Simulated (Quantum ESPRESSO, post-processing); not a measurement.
# ZnSe (zinc blende type): gap and tunnelling decay against the lattice constant, part 4 of 4

Aim: the equilibrium lattice constant of ZnSe (zinc blende type), and how gap and tunnelling decay along [001] change around it.

Quantum ESPRESSO 7.5; plane-wave DFT, PBE, GBRV ultrasoft pseudopotentials.

So far. Step 6 (SCF with pw.x, a = 5.568 Å): The run needed 10 iterations to bring the estimated error under 1e-09 Ry.

### 15. Complex band structure, a = 5.912 Å

Level of this step: complex band structure by pwcond; plane-wave DFT, PBE, GBRV ultrasoft pseudopotentials (Quantum ESPRESSO).

a6.cbs.in

```
&inputcond
  outdir = './out'
  prefixl = 'a6.scf'
  band_file = 'a6.cbs'
  ikind = 0
  ewind = 4.0
  epsproj = 1e-05
  nz1 = 7
  energy0 = 3.5
  denergy = -0.1
/
3
  0.00000000 0.00000000 1.00000000
  0.50000000 0.00000000 1.00000000
  0.50000000 0.50000000 1.00000000
46
```

Launch:

```bash
OMP_NUM_THREADS=1 mpirun -n 4 pwcond.x -in a6.cbs.in > a6.cbs.out
```

Output:

```text
[banner, memory and clock lines left out]
Program PWCOND v.7.5 starts
[citation notice left out]

[...]
./out/a6.scf.save/

     IMPORTANT: XC functional enforced from input :
     Exchange-correlation= PBE
                           (   1   4   3   4   0   0   0)
     Any further DFT definition will be discarded
     Please, verify this is what you really want

     Reading collected, re-writing distributed wavefunctions

===== INPUT FILE containing the left lead =====

     GEOMETRY:

     lattice parameter (alat)  =       7.8998  a.u.
[...]
-0.3795284   0.0000000   3.4000000
  -0.3795284   0.0000000   3.4000000
  -0.4695405  -0.0000000   3.4000000
[... further energies and points left out ...]
---  E-Ef =   -0.9000000  k =    0.5000000   0.5000000
---  ie =         45  ik =          3
 Nchannels of the left tip =            0
 Right moving states:
   k1(2pi/a)   k2(2pi/a)   E-Ef (eV)
 Left moving states:
   k1(2pi/a)   k2(2pi/a)   E-Ef (eV)

---  E-Ef =   -1.0000000  k =    0.5000000   0.5000000
---  ie =         46  ik =          3
 Nchannels of the left tip =            0
 Right moving states:
   k1(2pi/a)   k2(2pi/a)   E-Ef (eV)
 Left moving states:
   k1(2pi/a)   k2(2pi/a)   E-Ef (eV)

[...]
```

It took 5.3 min on 4 MPI ranks of Arm Neoverse V1, shared host; peak memory 0.37 GiB.

The run finished, but its numbers are not taken as the system's. The fault: open channels inside the gap, a failure of the reduced basis.

### 16. SCF with pw.x, a = 5.998 Å

a7.scf.in

```
&control
  prefix = 'a7.scf'
  outdir = './out'
  pseudo_dir = './pseudo'
  calculation = 'scf'
  tprnfor = .true.
/
&system
  ibrav = 0
  nat = 4
  ntyp = 2
  ecutwfc = 40
  ecutrho = 200
  occupations = 'fixed'
  nbnd = 30
/
&electrons
  conv_thr = 1e-09
  mixing_beta = 0.6
  electron_maxstep = 120
/
ATOMIC_SPECIES
  Zn  65.3800  zn_pbe_v1.uspp.F.UPF
  Se  78.9710  se_pbe_v1.uspp.F.UPF
CELL_PARAMETERS angstrom
  4.24122647355691 0.00000000000000 0.00000000000000
  0.00000000000000 4.24122647355691 0.00000000000000
  0.00000000000000 0.00000000000000 5.99800000000000
ATOMIC_POSITIONS crystal
  Zn  0.000000000000 0.000000000000 0.000000000000
  Se  0.500000000000 0.000000000000 0.250000000000
  Zn  0.500000000000 0.500000000000 0.500000000000
  Se  0.000000000000 0.500000000000 0.750000000000
K_POINTS automatic
  6 6 6 0 0 0
```

Launch:

```bash
OMP_NUM_THREADS=1 mpirun -n 4 pw.x -nk 4 -in a7.scf.in > a7.scf.out
```

Output:

```text
[banner, memory and clock lines left out]
Program PWSCF v.7.5 starts
[...]
Message from routine setup:
[...]
number of electrons       =        52.00
     number of Kohn-Sham states=           30
     kinetic-energy cutoff     =      40.0000  Ry
     charge density cutoff     =     200.0000  Ry
[...]
number of k points=    40
[...]
Dense  grid:    34707 G-vectors     FFT dimensions: (  40,  40,  54)
[...]
Starting wfcs are   34 randomized atomic wfcs
[...]
estimated scf accuracy    <       0.16116957 Ry
[...]
estimated scf accuracy    <       0.07132631 Ry
[...]
estimated scf accuracy    <       0.00264761 Ry
[...]
estimated scf accuracy    <       0.00029843 Ry
[...]
estimated scf accuracy    <       0.00000443 Ry
[...]
estimated scf accuracy    <       0.00000032 Ry
[...]
estimated scf accuracy    <       0.00000010 Ry
[...]
estimated scf accuracy    <       0.00000001 Ry
[...]
estimated scf accuracy    <          1.5E-09 Ry
[...]
highest occupied, lowest unoccupied level (ev):     4.3048    4.9541
!    total energy              =   -1010.49915580 Ry
     estimated scf accuracy    <          1.2E-10 Ry
[...]
one-electron contribution =    -979.01699293 Ry
     hartree contribution      =     498.83989275 Ry
     xc contribution           =    -143.63546994 Ry
     ewald contribution        =    -386.68658568 Ry
     convergence has been achieved in  10 iterations
[...]
Total force =     0.000000     Total SCF correction =     0.000000
[...]
```

The job ended after 23 s (4 MPI ranks; peak memory 0.43 GiB; 92 s of CPU time).

This step gave:

```
free energy                          : -13748.5414 eV
valence top, on the run's zero       : 4.305 eV
conduction bottom, on the run's zero : 4.954 eV
gap by band count                    : 0.6493 eV
```

### 17. Complex band structure, a = 5.998 Å

a7.cbs.in, as its differences from the input of step 15:

```diff
@@ -2,4 +2,4 @@
   outdir = './out'
-  prefixl = 'a6.scf'
-  band_file = 'a6.cbs'
+  prefixl = 'a7.scf'
+  band_file = 'a7.cbs'
   ikind = 0
```

Launch:

```bash
OMP_NUM_THREADS=1 mpirun -n 4 pwcond.x -in a7.cbs.in > a7.cbs.out
```

Output:

```text
[banner, memory and clock lines left out]
Program PWCOND v.7.5 starts
[citation notice left out]

[...]
./out/a7.scf.save/

     IMPORTANT: XC functional enforced from input :
     Exchange-correlation= PBE
                           (   1   4   3   4   0   0   0)
     Any further DFT definition will be discarded
     Please, verify this is what you really want

     Reading collected, re-writing distributed wavefunctions

===== INPUT FILE containing the left lead =====

     GEOMETRY:

     lattice parameter (alat)  =       8.0148  a.u.
[...]
-0.0750790  -0.0000000   3.4000000
  -0.2218245  -0.0000000   3.4000000
   0.4712536  -0.0000000   3.4000000
[... further energies and points left out ...]
---  E-Ef =   -0.9000000  k =    0.5000000   0.5000000
---  ie =         45  ik =          3
 Nchannels of the left tip =            0
 Right moving states:
   k1(2pi/a)   k2(2pi/a)   E-Ef (eV)
 Left moving states:
   k1(2pi/a)   k2(2pi/a)   E-Ef (eV)

---  E-Ef =   -1.0000000  k =    0.5000000   0.5000000
---  ie =         46  ik =          3
 Nchannels of the left tip =            0
 Right moving states:
   k1(2pi/a)   k2(2pi/a)   E-Ef (eV)
 Left moving states:
   k1(2pi/a)   k2(2pi/a)   E-Ef (eV)

[...]
```

It took 6.3 min on 4 MPI ranks; peak memory 0.38 GiB; 25 min of CPU time.

This step gave:

* peak of the smallest κ at the zone centre: 0.051 Å⁻¹
* energy of the peak at the zone centre: 0.3 eV
* peak of the smallest κ at (1/2, 0): 0.229 Å⁻¹

### 18. Ground state, a = 6.084 Å

a8.scf.in, as its differences from the input of step 16:

```diff
@@ -1,3 +1,3 @@
 &control
-  prefix = 'a7.scf'
+  prefix = 'a8.scf'
   outdir = './out'
@@ -25,5 +25,5 @@
 CELL_PARAMETERS angstrom
-  4.24122647355691 0.00000000000000 0.00000000000000
-  0.00000000000000 4.24122647355691 0.00000000000000
-  0.00000000000000 0.00000000000000 5.99800000000000
+  4.30203765673895 0.00000000000000 0.00000000000000
+  0.00000000000000 4.30203765673895 0.00000000000000
+  0.00000000000000 0.00000000000000 6.08400000000000
 ATOMIC_POSITIONS crystal
```

Launch:

```bash
OMP_NUM_THREADS=1 mpirun -n 4 pw.x -nk 4 -in a8.scf.in > a8.scf.out
```

Output:

```text
[banner, memory and clock lines left out]
Program PWSCF v.7.5 starts
[...]
Message from routine setup:
[...]
number of electrons       =        52.00
     number of Kohn-Sham states=           30
     kinetic-energy cutoff     =      40.0000  Ry
     charge density cutoff     =     200.0000  Ry
[...]
number of k points=    40
[...]
Dense  grid:    36299 G-vectors     FFT dimensions: (  40,  40,  54)
[...]
Starting wfcs are   34 randomized atomic wfcs
[...]
estimated scf accuracy    <       0.16796279 Ry
[...]
estimated scf accuracy    <       0.07504489 Ry
[...]
estimated scf accuracy    <       0.00263994 Ry
[...]
estimated scf accuracy    <       0.00031428 Ry
[...]
estimated scf accuracy    <       0.00000498 Ry
[...]
estimated scf accuracy    <       0.00000038 Ry
[...]
estimated scf accuracy    <       0.00000010 Ry
[...]
estimated scf accuracy    <          7.3E-09 Ry
[...]
estimated scf accuracy    <          1.4E-09 Ry
[...]
highest occupied, lowest unoccupied level (ev):     3.8503    4.3566
!    total energy              =   -1010.48587123 Ry
     estimated scf accuracy    <          4.7E-11 Ry
[...]
one-electron contribution =    -988.49684217 Ry
     hartree contribution      =     502.80680681 Ry
     xc contribution           =    -143.57523413 Ry
     ewald contribution        =    -381.22060173 Ry
     convergence has been achieved in  10 iterations
[...]
Total force =     0.000000     Total SCF correction =     0.000004
[...]
```

Elapsed: 24 s, on 4 MPI ranks; peak memory 0.42 GiB; 95 s of CPU time.

This step gave:

* free energy: -13748.3607 eV
* valence top, on the run's zero: 3.850 eV
* conduction bottom, on the run's zero: 4.357 eV
* gap by band count: 0.5064 eV

### 19. Complex bands with pwcond.x, a = 6.084 Å

a8.cbs.in, as its differences from the input of step 17:

```diff
@@ -2,4 +2,4 @@
   outdir = './out'
-  prefixl = 'a7.scf'
-  band_file = 'a7.cbs'
+  prefixl = 'a8.scf'
+  band_file = 'a8.cbs'
   ikind = 0
```

Launch:

```bash
OMP_NUM_THREADS=1 mpirun -n 4 pwcond.x -in a8.cbs.in > a8.cbs.out
```

Output:

```text
[banner, memory and clock lines left out]
Program PWCOND v.7.5 starts
[citation notice left out]

[...]
./out/a8.scf.save/

     IMPORTANT: XC functional enforced from input :
     Exchange-correlation= PBE
                           (   1   4   3   4   0   0   0)
     Any further DFT definition will be discarded
     Please, verify this is what you really want

     Reading collected, re-writing distributed wavefunctions

===== INPUT FILE containing the left lead =====

     GEOMETRY:

     lattice parameter (alat)  =       8.1297  a.u.
[...]
0.0403035   0.0000000   3.4000000
 Left moving states:
   k1(2pi/a)   k2(2pi/a)   E-Ef (eV)
  -0.0403046   0.0000000   3.4000000
[... further energies and points left out ...]
---  E-Ef =   -0.9000000  k =    0.5000000   0.5000000
---  ie =         45  ik =          3
 Nchannels of the left tip =            0
 Right moving states:
   k1(2pi/a)   k2(2pi/a)   E-Ef (eV)
 Left moving states:
   k1(2pi/a)   k2(2pi/a)   E-Ef (eV)

---  E-Ef =   -1.0000000  k =    0.5000000   0.5000000
---  ie =         46  ik =          3
 Nchannels of the left tip =            0
 Right moving states:
   k1(2pi/a)   k2(2pi/a)   E-Ef (eV)
 Left moving states:
   k1(2pi/a)   k2(2pi/a)   E-Ef (eV)

[...]
```

Run time: 5.6 min. Hardware: 4 MPI ranks; peak memory 0.38 GiB.

Numbers from this step:

```
peak of the smallest κ at the zone centre : 0.04 Å⁻¹
energy of the peak at the zone centre     : 0.2 eV
peak of the smallest κ at (1/2, 0)        : 0.227 Å⁻¹
```

K across = (0, 0) in the cell's reciprocal vectors; values within 0.0025 1/Å of each other count once, columns are sorted by size at each energy, a dash where no further value was kept. Im kz of the slowest decaying states against energy, zero at the highest filled level of the SCF mesh:

```tsv
energy (eV)	decay 1 (Å⁻¹)	decay 2 (Å⁻¹)	decay 3 (Å⁻¹)
-1.00	0.977	1.13	1.49
-0.80	0.951	1.10	1.48
-0.60	0.927	1.07	1.47
-0.40	0.903	1.03	1.46
-0.10	0.869	0.984	1.44
0.00	0.006	0.012	0.859
0.10	0.033	0.143	0.848
0.30	0.04	0.238	0.827
0.50	0.009	0.297	0.808
0.70	0.339	0.792	0.832
0.90	0.371	0.782	1.38
1.10	0.396	0.751	1.36
1.40	0.424	0.702	1.34
1.60	0.438	0.668	1.33
1.80	0.448	0.631	1.31
2.00	0.456	0.592	1.30
2.20	0.461	0.551	1.29
2.40	0.464	0.505	1.27
2.60	0.453	0.465	1.26
2.90	0.358	0.462	1.23
3.10	0.269	0.458	1.22
3.30	0.075	0.451	1.20
3.50	0.122	0.443	1.19
```

### 20. The series side by side

Energy, gap and decay by lattice constant:

```tsv
a (Å)	energy over the lowest (eV a cell)	gap on the mesh (eV)	slowest κ at mid-gap (1/Å)	at k across	peak of κ at the zone centre (1/Å)
5.396	0.659	1.90	0.125	the zone centre	0.125
5.482	0.348	1.70	0.114	the zone centre	0.114
5.568	0.145	1.50	0.103	the zone centre	0.103
5.654	0.033	1.31	0.092	the zone centre	0.092
5.740	0.000	1.13	0.082	the zone centre	0.082
5.826	0.034	0.96	0.071	the zone centre	0.071
5.912	0.126	0.80	-	-	-
5.998	0.266	0.65	0.051	the zone centre	0.051
6.084	0.446	0.51	0.040	the zone centre	0.040
```

### 21. Worked from the printed numbers

Through 10 Å of barrier T ∝ exp(−2κd) is exp(−20 × 0.125) = 0.082 at a = 5.396 Å and exp(−20 × 0.040) = 0.45 at 6.084 Å, interfaces aside.

### 22. What came out

```json
{
  "lattice constant of least energy": "5.737 Å",
  "at a = 5.396 Å: gap, slowest decay at mid-gap": "1.90 eV, 0.125 1/Å",
  "at a = 5.482 Å: gap, slowest decay at mid-gap": "1.70 eV, 0.114 1/Å",
  "at a = 5.568 Å: gap, slowest decay at mid-gap": "1.50 eV, 0.103 1/Å",
  "at a = 5.654 Å: gap, slowest decay at mid-gap": "1.31 eV, 0.092 1/Å",
  "at a = 5.740 Å: gap, slowest decay at mid-gap": "1.13 eV, 0.082 1/Å",
  "at a = 5.826 Å: gap, slowest decay at mid-gap": "0.96 eV, 0.071 1/Å",
  "at a = 5.998 Å: gap, slowest decay at mid-gap": "0.65 eV, 0.051 1/Å",
  "at a = 6.084 Å: gap, slowest decay at mid-gap": "0.51 eV, 0.040 1/Å"
}
```

What this shows: At a = 5.740 Å, the point nearest the energy minimum, the gap is 1.13 eV and the slowest state decays with κ = 0.082 1/Å at mid-gap (PBE, GBRV ultrasoft). A third-order Birch-Murnaghan fit puts the least energy at a = 5.737 Å. As the lattice grows from 5.40 to 6.08 Å the gap falls (1.90 to 0.51 eV) and the slowest decay at mid-gap falls (0.125 to 0.040 1/Å). Of the three points across the current, the slowest decay belongs to the zone centre throughout. In a two-band model κ at mid-gap is 0.5123 √(m* E_g/4) with m* in electron masses; the values here ask for m* of 0.05 to 0.13, while κ/E_g runs from 0.066 to 0.079 1/(Å eV). κ at mid-gap is interpolated between grid points. Where the gap is indirect this mass is a fitting number, not a band mass. 1 of the lattice constants gave no usable decay constant. The strain is hydrostatic. Only three points across the current were solved, and the gap is that of the SCF mesh. A semilocal gap is too small, and so are decay constants deep inside it. Spin-orbit coupling is left out; depending on the atoms that carry the levels of interest, it can split and shift them by tens to hundreds of meV.

[Logs are printed without paths, hosts, clocks, repeated set-up lines and the standing remarks that a program may print on its own settings, such as how far it seeks lower states.]

[Hosts, paths, dates, database ids (printed as entryN), source tags and the programs' standing remarks are cut or masked in the printed files.]

[Maps of the electrostatic potential energy from Ansatz leave out the sawtooth potential of an applied field or a dipole correction, so their vacuum need not be flat; planar profiles and work functions include it.]
